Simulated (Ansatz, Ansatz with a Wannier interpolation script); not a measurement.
# G0W0 band structure of SnO2 (Pnnm), part 2 of 2

G0W0 gives levels on a mesh alone; what do the bands of SnO2 (Pnnm) look like between the points?

Ansatz 0.2.0; LDA, Wannier functions and G0W0, plane waves, PAW. Known limits of the many-body steps: not at the basis limit; no spin-orbit coupling; coarse k mesh.

So far. Step 2 (LDA bands): The gap is indirect, with the least direct gap 0.011 eV higher. Step 3 (Wannier functions (O:2p Sn:5s Sn:5p) on 8×8×12): Near the gap the model misses directly solved bands by 0.2 meV r.m.s. and by 2 meV at most in the window tested. This tests the starting bands, not the corrections carried with them.

## 4. G0W0 at every point of the mesh: 4×4×6 mesh, 284 empty bands, screening to 140 eV

Now the one-shot GW correction: screening in the RPA, then the self-energy of the levels asked for.

This step: G0W0 on LDA, plane waves, PAW.

Contents of input.yaml:

```yaml
crystal:
  lattice:
    - [4.788004, 0.0, 0.0]
    - [0.0, 4.866582, 0.0]
    - [0.0, 0.0, 3.240898]
  atoms:
    - { symbol: Sn, position: [0.5, 0.5, 0.5] }
    - { symbol: Sn, position: [0.0, 0.0, 0.0] }
    - { symbol: O, position: [0.291855, 0.321042, 0.0] }
    - { symbol: O, position: [0.791855, 0.178958, 0.5] }
    - { symbol: O, position: [0.208145, 0.821042, 0.5] }
    - { symbol: O, position: [0.708145, 0.678958, 0.0] }
kpoints:
  mp_grid: { grid: [4, 4, 6] }
hamiltonian:
  xc: lda
scf:
  occupations: { method: fixed }
gw:
  n_empty_bands: 284
  ecut_chi: 140.0
  qp_bands: [v12, c2]
  screening: { model: contour_deformation }
```

Command:

```bash
> ansatz run input.yaml --threads 4 --pin off --max-ram 18432MiB --backend cpu --events-out ev --progress --plain --runs-dir out
```

Numbers of over 12 decimals in the logs are rounded to 6 here.

Log:

```text
[...]
Crystal: 6 atoms, lattice volume = 75.517 Å³
Basis set: ecut = 420 eV, 1479 PW (Γ)
Bands: 32, of which v1, the nominal top of the filled ones, is band 26 counted from 1 (25 counted from 0)
Symmetry: 8 space group operations
[...]
k-points: 36 of 96
[...]
SCF iter   1: F=—  HF=-13980.254371 eV  |F-HF|=—  |Δ(HF+E_count)|=         —  Δρ=1.92e-2  dr2=2.39e-1  ethr=1.77e-3  ⟨swp⟩=4.6  Hψ=4327  notcnv=0  defer=144
[...]
SCF iter   7: F=-13980.184359 eV  HF=-13980.184359 eV  |F-HF|=1.86e-9  |Δ(HF+E_count)|=   2.39e-8  Δρ=2.34e-6  dr2=4.48e-9  ethr=1.92e-10  ⟨swp⟩=8.7  Hψ=4086  notcnv=0
SCF 1 converged in 7 iterations: F = -13980.184359 eV  dr2 = 4.48e-9
[...]
G₀W₀ screening: q 1/36
[... further progress lines ...]
SCF converged after 7 iterations
Free energy (F): -13980.184359 eV
[...]
Internal energy: -13980.184359 eV  (E = F + TS)
E sigma→0 (E₀):  -13980.184359 eV
Fermi energy:    8.251006 eV
[...]
--- Band table (eV; the first three rows and the last of 36) ---
  k-point 0: bands = [... 22 lower, 7.1026, 7.6263, 7.6328, 8.2510, 8.9330, 13.7703, 14.1157, 14.2681, ... 2 higher]
  k-point 1: bands = [... 22 lower, 6.2576, 7.6186, 7.6562, 8.1108, 10.4262, 14.2137, 15.1576, 15.2994, ... 2 higher]
  k-point 2: bands = [... 22 lower, 6.0719, 7.3761, 7.4756, 7.5508, 12.3743, 14.4304, 16.5791, 17.1015, ... 2 higher]
  k-point 35: bands = [... 22 lower, 7.4120, 7.4120, 7.5970, 7.5970, 12.4865, 12.4865, 16.6857, 16.6857, ... 2 higher]
--- G₀W₀: contour deformation, 7 samples at zero and on the imaginary axis and 3 off it, 96 q-points, 284 empty bands' worth ---
  eigenvalues of the whole cell's RPA ε∞ on this k-mesh (on a slab, of 1 + 4πα/V) = 5.1770, 5.4551, 5.4792; static W/v taken at q = 0 is 0.186197
  `?` marks the rows in doubt; gw_qp.tsv's column doubts and the gw_qp event give each row's grounds
    ik  band        ε_KS         Σx   Σc(E_QP)       V_xc       Z   E_QP_lin       E_QP  E_QP is
     0    15      0.2877   -24.0246     5.2378   -18.1939  0.7214    -0.3002    -0.3052  root
     0    16      4.1745   -23.8126     4.9777   -18.2550  0.6921     3.5854     3.5946  root
     0    17      4.5216   -24.1829     4.7541   -18.8698  0.6988     3.9544     3.9625  root
     0    18      4.6003   -24.0514     4.8464   -18.6456  0.6991     4.0298     4.0408  root
     0    19      5.3877   -23.9539     5.6491   -17.5125  0.6894     4.5767     4.5954  root
     0    20      6.3308   -26.4065     4.1091   -21.8274  0.7283     5.8550     5.8607  root
     0    21      6.3477   -25.2305     4.2145   -20.5886  0.7338     5.9093     5.9205  root
     0    22      7.0665   -26.3640     4.1950   -21.7014  0.7320     6.5906     6.5989  root
     0    23      7.1026   -26.3678     4.1908   -21.7126  0.7321     6.6300     6.6382  root
     0    24      7.6263   -26.1333     4.9244   -20.6935  0.7198     7.0972     7.1109  root
     0    25      7.6328   -26.1667     4.8822   -20.7765  0.7206     7.1129     7.1248  root
     0    26      8.2510   -26.0950     4.6716   -20.9128  0.7291     7.7300     7.7405  root
     0    27      8.9330   -15.7546    -2.6615   -19.1353  0.7925     9.6647     9.6521  root
     0    28     13.7703   -12.5494    -4.8818   -18.6317  0.7660    15.0171    14.9707  root
[...]
5    20      5.6144   -24.3491     5.1755   -18.4910  0.7055     4.9050     4.9318  root ?
[...]
35    24      7.4120   -26.0540     5.1426   -20.3216  0.7158     6.7985     6.8222  root
    35    25      7.5970   -26.4261     5.4571   -20.3343  0.7136     6.9355     6.9623  root
    35    26      7.5970   -26.4261     5.4571   -20.3343  0.7136     6.9355     6.9623  root
    35    27     12.4865   -13.6069    -4.3689   -19.1499  0.7854    13.7201    13.6607  root
    35    28     12.4865   -13.6069    -4.3689   -19.1499  0.7854    13.7201    13.6607  root
```

Elapsed: 18 min, on 4 threads of Arm Neoverse V1, shared host; peak memory 1.1 GiB; 68 min of CPU time.

This step gave:

| Item | Value |
| --- | --- |
| bands summed | 310 |
| RPA ε∞ on this mesh (eigenvalues) | 5.177, 5.455, 5.479 |
| plane waves in the screening matrix | 275 |
| q-points in the mesh | 96 |
| G0W0 gap on the mesh | 1.912 eV |
| k of the valence top | 0, 0, 0 |
| k of the conduction bottom | 0, 0, 0 |
| starting gap on the mesh | 0.6820 eV |
| Z at the valence top | 0.7291 |
| Z at the conduction bottom | 0.7925 |
| least direct G0W0 gap on the computed points | 1.912 eV |

The gap on the mesh goes from 0.68 eV to 1.91 eV, a correction of +1.23 eV. Between the two edge states, bare exchange in place of the xc potential would open the gap by 8.56 eV, and correlation takes back 7.33 eV.

## 5. Interpolating the corrections

A script adds the corrections, carried to the Wannier functions and back, to the LDA levels, along the path and on a 13×13×18 mesh.

| Item | Value |
| --- | --- |
| G0W0 gap over the zone | 1.882 eV |
| conduction bottom at | Γ |
| starting gap over the zone | 0.6688 eV |
| least direct G0W0 gap | 1.912 eV |
| G0W0 gap on the mesh | 1.912 eV |
| valence width, start | 7.985 eV |
| valence width, G0W0 | 8.075 eV |
| gap by a rigid shift | 1.898 eV |

Levels solved directly plus the interpolated quasiparticle correction. Limits: finite bands, cutoff and mesh; no spin-orbit coupling. Quasiparticle bands along the path, in eV, zero at the valence-band top of each set:

```tsv
point	band 23	band 24	band 25	band 26	band 27
Γ	-1.13	-0.66	-0.64	-0.03	1.88
halfway	-1.11	-1.11	-0.62	-0.21	3.29
X	-1.09	-1.09	-0.52	-0.52	5.27
halfway	-1.16	-1.16	-0.72	-0.72	5.56
S	-1.24	-1.24	-0.89	-0.89	5.83
halfway	-1.15	-1.15	-0.74	-0.74	5.63
Y	-1.07	-1.07	-0.62	-0.62	5.45
halfway	-1.14	-1.07	-0.63	-0.41	3.38
Γ	-1.13	-0.66	-0.64	-0.03	1.88
halfway	-2.50	-0.81	-0.72	-0.56	4.80
Z	-1.69	-1.69	-1.22	-1.22	7.25
halfway	-1.51	-1.51	-0.98	-0.98	7.39
U	-0.97	-0.97	-0.70	-0.70	7.59
halfway	-1.10	-1.10	-0.86	-0.86	6.57
R	-0.95	-0.95	-0.81	-0.81	5.89
halfway	-1.08	-1.08	-0.91	-0.91	6.47
T	-1.20	-1.20	-0.61	-0.61	7.48
halfway	-1.42	-1.42	-1.16	-1.16	7.34
Z	-1.69	-1.69	-1.22	-1.22	7.25
jump to X	-1.09	-1.09	-0.52	-0.52	5.27
halfway	-1.27	-1.27	-0.69	-0.69	6.55
U	-0.97	-0.97	-0.70	-0.70	7.59
jump to Y	-1.07	-1.07	-0.62	-0.62	5.45
halfway	-1.28	-1.27	-0.84	-0.84	6.61
T	-1.20	-1.20	-0.61	-0.61	7.48
jump to S	-1.24	-1.24	-0.89	-0.89	5.83
```

The same for LDA:

```tsv
point	band 23	band 24	band 25	band 26	band 27
Γ	-1.16	-0.64	-0.63	-0.01	0.67
X	-1.14	-1.14	-0.44	-0.44	3.71
S	-1.26	-1.26	-0.73	-0.73	4.17
Y	-1.12	-1.12	-0.57	-0.57	3.87
Γ	-1.16	-0.64	-0.63	-0.01	0.67
Z	-1.47	-1.47	-1.05	-1.05	5.44
U	-0.83	-0.83	-0.73	-0.73	5.74
R	-0.85	-0.85	-0.67	-0.67	4.22
T	-1.04	-1.04	-0.63	-0.63	5.64
Z	-1.47	-1.47	-1.05	-1.05	5.44
X	-1.14	-1.14	-0.44	-0.44	3.71
U	-0.83	-0.83	-0.73	-0.73	5.74
Y	-1.12	-1.12	-0.57	-0.57	3.87
T	-1.04	-1.04	-0.63	-0.63	5.64
```

The density of states has structure finer than the step of the table below, so its rows give means over 0.5 eV, whole bins alone (the curve runs from -9 to 5.8 eV). Peaks (eV: height): G0W0 -7.30: 2.18, -3.80: 4.41, -0.80: 9.50; LDA -7.30: 2.22, -3.70: 4.33, -0.70: 9.58, 4.50: 2.20.

Wannier model on a dense mesh, Gaussian width 0.15 eV. Limits: finite bands, cutoff and mesh; no spin-orbit coupling. The density of states by energy, zero at the valence-band top of each set; means over each step; values in states/eV/cell:

```tsv
energy (eV)	G0W0	LDA
-8.5	0.00341	5.6e-4
-8.0	0.435	0.333
-7.5	1.77	1.72
-7.0	1.91	1.93
-6.5	1.43	1.47
-6.0	1.03	1.05
-5.5	0.922	0.871
-5.0	2.04	1.75
-4.5	2.65	2.57
-4.0	3.74	3.53
-3.5	3.59	3.74
-3.0	3.23	3.18
-2.5	3.03	3.25
-2.0	3.69	3.50
-1.5	5.61	5.53
-1.0	8.52	7.60
-0.5	4.14	5.50
0.0	0.254	0.464
0.5	5.0e-4	0.00319
1.0	0	0.0317
1.5	2.2e-4	0.0765
2.0	0.0160	0.133
2.5	0.0458	0.217
3.0	0.0833	0.335
3.5	0.128	0.514
4.0	0.195	0.966
4.5	0.292	1.96
5.0	0.417	1.58
5.5	0.693	1.29
```

Corrections by starting level (eV, on the run's own energy scale, so only their differences matter):

```tsv
start	correction
-7.97	−0.58
-6.88	−0.55
-5.44	−0.54
-4.34	−0.58
-3.76	−0.59
-3.21	−0.58
-2.71	−0.63
-2.13	−0.60
-1.68	−0.56
-1.33	−0.67
-1.11	−0.64
-0.84	−0.59
-0.62	−0.51
-0.33	−0.60
1.94	+0.86
4.42	+1.17
5.65	+1.35
```

## 6. LDA+SOC bands, for comparison

Spin-orbit coupling can split or shift the edges; a non-collinear run measures by how much.

This step: DFT, LDA with spin-orbit coupling, plane waves, PAW.

input.yaml, the sections that differ from step 4:

```yaml
kpoints:
  mp_grid: { grid: [4, 4, 6] }
  band_path:
    path:
      - [[0.0, 0.0, 0.0], [0.5, 0.0, 0.0], [0.5, 0.5, 0.0], [0.0, 0.5, 0.0], [0.0, 0.0, 0.0], [0.0, 0.0, 0.5], [0.5, 0.0, 0.5], [0.5, 0.5, 0.5], [0.0, 0.5, 0.5], [0.0, 0.0, 0.5]]
      - [[0.5, 0.0, 0.0], [0.5, 0.0, 0.5]]
      - [[0.0, 0.5, 0.0], [0.0, 0.5, 0.5]]
      - [[0.5, 0.5, 0.0], [0.5, 0.5, 0.5]]
    npoints: 10
scf:
  occupations: { method: fermi_dirac, width: 0.02 }
  n_extra_bands: 12
magnetization:
  noncollinear: true
  spin_orbit: true
output:
  eigenvalues: true
# crystal, hamiltonian: as in step 4
# gw: removed
```

Log:

```text
[...]
non-collinear run that drives no moment, with spin-orbit: no starting moment large enough to seed its density (crystal.atoms[].spin), no starting occupations that ask for one, no magnetisation constraint and no magnetic field, so the semilocal B_xc is pinned to zero
Crystal: 6 atoms, lattice volume = 75.517 Å³
Basis set: ecut = 420 eV, 1479 PW (Γ)
Bands: 64, of which v1, the nominal top of the filled ones, is band 52 counted from 1 (51 counted from 0)
Symmetry: 8 space group operations + 8 with time reversal
[...]
k-points: 36 of 96
Projection manifold: j_resolved (fully-relativistic pseudo-atomic orbitals)
[...]
SCF iter   1: F=—  HF=-13985.069336 eV  |F-HF|=—  |Δ(HF+E_count)|=         —  Δρ=7.26e-2  dr2=2.60e0  dr2_m=0.00e0 (ungated)  ethr=3.10e-3  |M|=0.00e0 ∫|m|=0.00e0 μB  |m|>n=0.0e0 m-floor=0.0e0 τ_xc=0.0e0  β_m=0.30  ⟨swp⟩=6.6  Hψ=5453  notcnv=0  defer=12
[...]
spin=Noncollinear: Resta preconditioning applied to the charge; magnetization (m_x, m_y, m_z) channels mix plain (no charge-response kernel on spin).
SCF iter   2: F=—  HF=-13984.601956 eV  |F-HF|=—  |Δ(HF+E_count)|=   4.67e-1  Δρ=4.89e-2  dr2=1.04e0  dr2_m=0.00e0 (ungated)  ethr=3.10e-3  |M|=0.00e0 ∫|m|=0.00e0 μB  |m|>n=0.0e0 m-floor=0.0e0 τ_xc=0.0e0  β_m=0.55  ⟨swp⟩=2.0  Hψ=1424  notcnv=0  defer=236
[...]
SCF iter   8: F=-13984.266672 eV  HF=-13984.266672 eV  |F-HF|=8.57e-10  |Δ(HF+E_count)|=   2.48e-8  Δρ=2.00e-6  dr2=3.39e-9  dr2_m=0.00e0 (ungated)  ethr=1.92e-10  |M|=0.00e0 ∫|m|=0.00e0 μB  |m|>n=0.0e0 m-floor=0.0e0 τ_xc=0.0e0  ⟨swp⟩=10.2  Hψ=3844  notcnv=0
SCF 1 converged in 8 iterations: F = -13984.266672 eV  dr2 = 3.39e-9
[...]
SCF converged after 8 iterations
Magnetization: |M| = 0.0000 μB,  M = (+0.0000, +0.0000, +0.0000) μB
Absolute magnetization: 0.0000 μB (∫|m|)
  site 0: m = (+0.0000, +0.0000, +0.0000) μB, |m| = 0.0000 μB  (R = 0.86 Å)
  site 1: m = (+0.0000, +0.0000, +0.0000) μB, |m| = 0.0000 μB  (R = 0.86 Å)
  site 2: m = (+0.0000, +0.0000, +0.0000) μB, |m| = 0.0000 μB  (R = 0.86 Å)
  site 3: m = (+0.0000, +0.0000, +0.0000) μB, |m| = 0.0000 μB  (R = 0.86 Å)
  site 4: m = (+0.0000, +0.0000, +0.0000) μB, |m| = 0.0000 μB  (R = 0.86 Å)
  site 5: m = (+0.0000, +0.0000, +0.0000) μB, |m| = 0.0000 μB  (R = 0.86 Å)
Free energy (F): -13984.266672 eV
[...]
Internal energy: -13984.266672 eV  (E = F + TS)
E sigma→0 (E₀):  -13984.266672 eV
Fermi energy:    8.592499 eV
[...]
--- Band table (eV; the first three rows and the last of 36) ---
  k-point 0: bands = [... 48 lower, 7.6392, 7.6392, 8.2487, 8.2487, 8.9360, 8.9360, 13.7741, 13.7741, ... 8 higher]
  k-point 1: bands = [... 48 lower, 7.6550, 7.6550, 8.1077, 8.1077, 10.4274, 10.4274, 14.2167, 14.2167, ... 8 higher]
  k-point 2: bands = [... 48 lower, 7.4729, 7.4729, 7.5480, 7.5480, 12.3755, 12.3755, 14.4322, 14.4322, ... 8 higher]
  k-point 35: bands = [... 48 lower, 7.5943, 7.5943, 7.5943, 7.5943, 12.4847, 12.4847, 12.4847, 12.4847, ... 8 higher]
```

The job ended after 42 s (4 threads; peak memory 0.91 GiB).

Numbers from this step:

* filled bands: 52
* gap: 0.6768 eV
* valence top at: k = (0.100, 0.000, 0.000)
* conduction bottom at: Γ
* least direct gap: 0.6873 eV

The gap stands +0.01 eV against LDA.

## 7. Results

| Quantity | Value |
| --- | --- |
| LDA gap | 0.67 eV |
| G0W0 gap over the zone | 1.88 eV, indirect |
| least direct G0W0 gap, in the model | 1.91 eV |
| with the spin-orbit change | 1.89 eV |
| GW settings | 4×4×6 mesh, 284 empty bands, screening to 140 eV |
| known limits | not at the basis limit; no spin-orbit coupling; coarse k mesh |

The Wannier model follows the LDA bands to under 1 meV r.m.s. near the gap. The G0W0 gap over the zone is 1.88 eV, indirect, from k = (0.088, 0.000, 0.000) to Γ; on the mesh alone it is 1.91 eV, and a rigid shift of the LDA bands would give 1.90 eV. The valence width in the model goes from 7.99 eV to 8.07 eV. LDA+SOC gives a gap of 0.68 eV on the same path, a spin-orbit change of +0.01 eV that would bring the G0W0 gap to 1.89 eV. Bands and cutoff are finite, so the gap is not at the basis limit. The miss can reach some tenths of an eV and take either sign; the mesh is an error of its own. Above the frozen window of the model the interpolated levels need not meet the computed ones, even at points of the mesh. The 4×4×6 mesh is coarse for this cell (its supercell is 19 Å along the shortest edge). The RPA ε∞ on it, from the LDA start, is 5.18, 5.46 and 5.48; such meshes misread the long-range screening, most where the gap is narrow.

[Paths, hosts, dates, memory and timing lines, banners, echoed tables and standing remarks are left out of the program output.]

[Logs are printed without paths, hosts, clocks, repeated set-up lines and the standing remarks that a program may print on its own settings, such as how far it seeks lower states.]

[Runs of the session that timed out or met a known fault of the program may be left out.]

[Hosts, paths, dates, database ids (printed as entryN), source tags and the programs' standing remarks are cut or masked in the printed files.]
